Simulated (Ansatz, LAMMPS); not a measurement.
# Localised basis functions on amorphous Hg33S25Se8 (66 atoms), part 3 of 3

Aim: test how closely localised support functions follow the reference on amorphous Hg33S25Se8 (66 atoms), and at what cost. A setting counts as converged where the r.m.s. difference of forces stays under 1 % of the r.m.s. force.

Ansatz 0.2.0; Kohn-Sham DFT, PBE, PAW (set soft_2), plane waves.

The cell: 33 Hg, 25 S and 8 Se. The quench rate of 10 K/ps is many orders above laboratory rates. The starting topology of bonds comes from the classical model. Only the Γ point is sampled, in a cell whose shortest periodic width is 12 Å. No spin–orbit coupling is included.

So far. Step 8 (Support functions medium, radius 4.61 Å): Forces differ from the reference by 0.45 meV/Å r.m.s., 0.12 % of their size, well within a tolerance of 1 %; the energy by -1.5 meV/atom. It took 84 s and 19 cycles; the reference's time can't be set against it, since the two runs asked for unlike analyses. Step 9 (Other settings): Forces differ from the reference by 0.005 meV/Å r.m.s., 0.0014 % of their size, well within a tolerance of 1 %.

## 11. What the reference run shows (continued)

Electrostatic potential energy in the bc plane at fractional x = 0.615, with atoms of Hg and S and Se within 0.2 Å of it. With pseudopotentials it is smooth inside the atoms' cores, unlike the true potential.

Ten even steps from '0' (-32 eV) to '9' (13 eV), each cell a mean:
```
7111068999999999984101589999999999
8532489999999999860000279999999999
8888898778898778872000379999999888
8999998667885214787445799999998667
8999998778884002689999999999997656
8999999999987436899999999999998878
9999999999999999999999999999999999
9999999899999999988999999999999999
9999874457999998422589999999999999
9999710003899995121179999998755689
9998600002799997210379999997456558
9999841025899999866899999986467558
9999987778999999999999988998544578
8999988889999999999999888999988888
6789742258999999999988889999999875
2588501117999999999866789999998741
3588620037999999999877899999999742
7899976689999999999999999999999877
9999998878899999999999999999998778
8999997412479999999999999999964445
7999984000058999999999999999855654
8999985100168999999999999999864545
8755788645789999999999999999987678
7201168989999999998778899999999999
```
Columns run along b (12.0 Å; values clipped at the 3rd and 97th percentile), rows up along c (12.0 Å). Atoms in or near the plane, at fractional coordinates: Hg at (0.21, 0.56), Hg at (0.59, 0.92), S at (0.19, 0.34), S at (0.52, 0.59), S at (0.08, 0.98), Se at (0.88, 0.52).

Within 0.4 eV of the Fermi level the largest share is S p (58 % of the projected weight).

## 12. Structure statistics

These statistics describe the geometry on which the runs were made.

Density 7.67 g/cm³, 26.41 Å³ an atom.

Pair distribution functions g(r), in bins of 0.2 Å:

| r (Å) | total | Hg-Hg | Hg-S | Hg-Se | S-S | S-Se | Se-Se |
| --- | --- | --- | --- | --- | --- | --- | --- |
| 2.50 | 1.11 | 0.00 | 2.94 | 0.00 | 0.00 | 0.00 | 0.00 |
| 2.70 | 3.71 | 0.00 | 7.22 | 7.56 | 0.00 | 0.48 | 0.00 |
| 2.90 | 0.64 | 0.00 | 0.50 | 2.54 | 1.00 | 0.00 | 0.00 |
| 3.10 | 0.66 | 0.13 | 0.09 | 1.08 | 2.56 | 0.00 | 6.81 |
| 3.30 | 0.58 | 1.03 | 0.47 | 0.00 | 0.80 | 0.00 | 2.08 |
| 3.50 | 0.77 | 2.37 | 0.07 | 0.22 | 0.91 | 0.00 | 0.00 |
| 3.70 | 0.72 | 1.31 | 0.48 | 0.56 | 0.81 | 0.26 | 0.00 |
| 3.90 | 1.15 | 1.67 | 0.89 | 1.21 | 0.56 | 1.58 | 1.48 |
| 4.10 | 1.23 | 2.04 | 0.75 | 0.32 | 1.99 | 1.03 | 1.34 |
| 4.30 | 1.64 | 1.85 | 1.19 | 0.70 | 2.51 | 2.83 | 1.22 |
| 4.50 | 1.14 | 1.00 | 0.78 | 0.93 | 1.88 | 2.24 | 0.00 |
| 4.70 | 1.11 | 0.86 | 1.10 | 1.32 | 1.30 | 1.12 | 1.94 |
| 4.90 | 0.94 | 0.85 | 0.98 | 1.09 | 0.64 | 1.02 | 2.77 |
| 5.10 | 0.77 | 0.64 | 0.84 | 1.10 | 0.67 | 0.67 | 0.00 |
| 5.30 | 0.85 | 0.77 | 0.90 | 1.12 | 0.55 | 0.98 | 0.78 |
| 5.50 | 0.69 | 0.59 | 0.78 | 0.52 | 0.58 | 1.03 | 0.69 |
| 5.70 | 0.99 | 0.78 | 1.34 | 1.20 | 0.41 | 0.74 | 0.69 |
| 5.90 | 1.03 | 0.73 | 1.15 | 1.29 | 1.14 | 0.90 | 0.61 |

Bonds by pair of elements; cutoffs follow the first minimum of g(r), held within bounds set by covalent radii, and pairs that aren't listed don't count as bonded:

| pair A-B | cutoff (Å) | bonds | mean length (Å) | spread (Å) | shortest (Å) | B about A | A about B |
| --- | --- | --- | --- | --- | --- | --- | --- |
| Hg-S | 3.08 | 90 | 2.67 | 0.086 | 2.53 | 2.73 | 3.6 |
| Hg-Se | 3.35 | 33 | 2.80 | 0.151 | 2.63 | 1 | 4.12 |

How many atoms have how many bonded neighbours:

```
element  mean  1   3   4  5
     Hg  3.73  0   9  24  0
      S   3.6  1  12   7  5
     Se  4.12  0   1   5  2
```

Rings of the network by King's shortest-path rule, up to 12 atoms, one path for each pair of neighbours; H, halogens, alkali and alkaline-earth atoms are left out, and the last column divides by all other atoms, bonded or not:

| ring size (atoms) | rings | per network atom |
| --- | --- | --- |
| 4 | 19 | 0.288 |
| 6 | 51 | 0.773 |
| 8 | 54 | 0.818 |
| 10 | 5 | 0.076 |

For some of the pairs, g(r) has its first main peak near 2.6 Å (Hg-S), 2.7 Å (Hg-Se) and 3.1 Å (S-S). By these cutoffs 73 % of Hg atoms have 4, 48 % of S atoms have 3 and 62 % of Se atoms have 4 bonded neighbours. Rings of 8 atoms are the most common (42 % of those counted); sizes run from 4 to 10.

A closer look about Se62, which has 3 bonded neighbours where the commonest count for Se is 4: 18 atoms, nearest first, numbered in the order of the input, with positions taken from that point.

```
atom      x      y      z  distance (Å)  bonds     Fx     Fy  Fz (eV/Å)
Se62   0.00   0.00   0.00          0.00      3   0.56  -0.62      -0.40
 Hg6  -0.13  -2.50   0.87          2.65      3   0.42   0.08       0.28
Hg14  -0.09   0.81   2.75          2.87      4  -0.03  -0.24       0.31
 Hg7   1.44  -1.30  -2.13          2.88      4  -0.33   0.46       0.04
Se65   2.41   1.85   0.09          3.04      4  -0.18   0.71       0.55
Se63  -2.02   1.47  -1.85          3.11      4  -0.27   0.33      -0.26
Hg15  -2.76  -1.31  -2.29          3.82      4  -0.29  -0.40      -0.26
Se61  -2.56  -2.85  -0.14          3.83      4  -0.54  -0.20      -0.29
Hg23  -1.85   3.43   0.00          3.90      3  -0.10   0.23       0.26
 S55   2.16  -0.34   3.69          4.29      4  -0.39   0.62      -0.27
 S44  -2.62  -0.08   3.45          4.34      4  -0.10   0.03       0.19
 Hg5   3.93   0.64   1.88          4.40      4   0.24  -0.65       0.40
Hg16   1.18   4.24   0.00          4.40      3  -0.01   0.20       0.43
 S56  -2.72   2.74   2.31          4.50      3  -0.51   0.31      -1.06
 S38  -1.27  -2.86   3.30          4.55      4   0.28  -0.48       0.28
Hg26   3.22   2.27  -2.38          4.60      4   0.35  -0.56      -0.58
Hg18  -0.65   2.78  -3.67          4.65      3   0.15  -0.34      -0.23
Hg17  -3.98  -1.64   1.81          4.66      4   0.03   0.22       0.08
```

The column of bonds counts only the pairs Hg-S within 3.08 Å, Hg-Se within 3.35 Å; other neighbours, such as metal atoms beside each other in a compound, aren't counted, and periodic images can show an atom twice.

## 13. What came out

| Item | Value |
| --- | --- |
| free energy per atom | -7911.1529 eV/atom |
| pressure | 0.5219 GPa |
| r.m.s. force component | 0.3626 eV/Å |
| wall time of the 6 DFT runs | 5.8 min |

Against plane waves at 420 eV, the forces differ by 0.54 meV/Å (0.15 %) with support functions medium, and by 0.45 meV/Å in the closest run (support functions medium, radius 4.61 Å). At 66 atoms the fastest of the runs at a preset level, support functions low, takes roughly 3.2 times the time of plane waves (whose run also made extra analyses, so the like-for-like ratio is larger), in 15 SCF cycles against 11. Differences between support functions and plane waves include what basis error the plane-wave run still has.

Counting bands leaves a spacing of only 0.11 eV (at Γ alone), which the smearing bridges: 3 levels are partly filled by over 2 %, so a gap, if any, is small at this level. By these cutoffs 73 % of Hg atoms have 4, 48 % of S atoms have 3 and 62 % of Se atoms have 4 bonded neighbours.

**Limits.** The geometry was minimised with a classical potential after classical dynamics and isn't relaxed at this level: its force components are 0.36 eV/Å r.m.s.

[Logs are printed without paths, hosts, clocks, repeated set-up lines and the standing remarks that a program may print on its own settings, such as how far it seeks lower states.]

[Hosts, paths, dates, database ids (printed as entryN), source tags and the programs' standing remarks are cut or masked in the printed files.]
